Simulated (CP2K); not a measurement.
The F K edge of 3-fluorocarbonylpyrrole was computed by TDDFT (CP2K XAS_TDP, aug-cc-pVDZ, TDA) at these levels: PBE, PBEh(45%) and PBEh(45%) + GW2X. The first three lines of F3 (bonded to C) with a strength over 0.0015, energy in eV and strength:

```
run           first          second           third
  1  658.81 (0.005)  662.42 (0.002)  663.26 (0.002)
  2  681.95 (0.009)  683.88 (0.020)  684.85 (0.005)
  3  687.90 (0.009)  689.84 (0.020)  690.80 (0.005)
```

Question: Which run is which?

Run 1: PBE (0 % exact exchange). Run 2: PBEh(45%) (45 % exact exchange). Run 3: PBEh(45%) + GW2X (45 % exact exchange). Self-interaction lifts the core level, so the uncorrected lines rise with the share of exact exchange. The GW2X run keeps the spacings of its parent: 1.94 eV between the first two lines in run 3, 1.93 eV in run 2. Its shift is +5.95 eV, since the Kohn–Sham level at this share of exchange lies that far above the quasiparticle level.

[Banner, clock and machine lines of the logs are left out without a mark of their own.]

[Logs are printed without paths, hosts, clocks, repeated set-up lines and the standing remarks that a program may print on its own settings, such as how far it seeks lower states.]

[Hosts, paths, dates, database ids (printed as entryN), source tags and the programs' standing remarks are cut or masked in the printed files.]
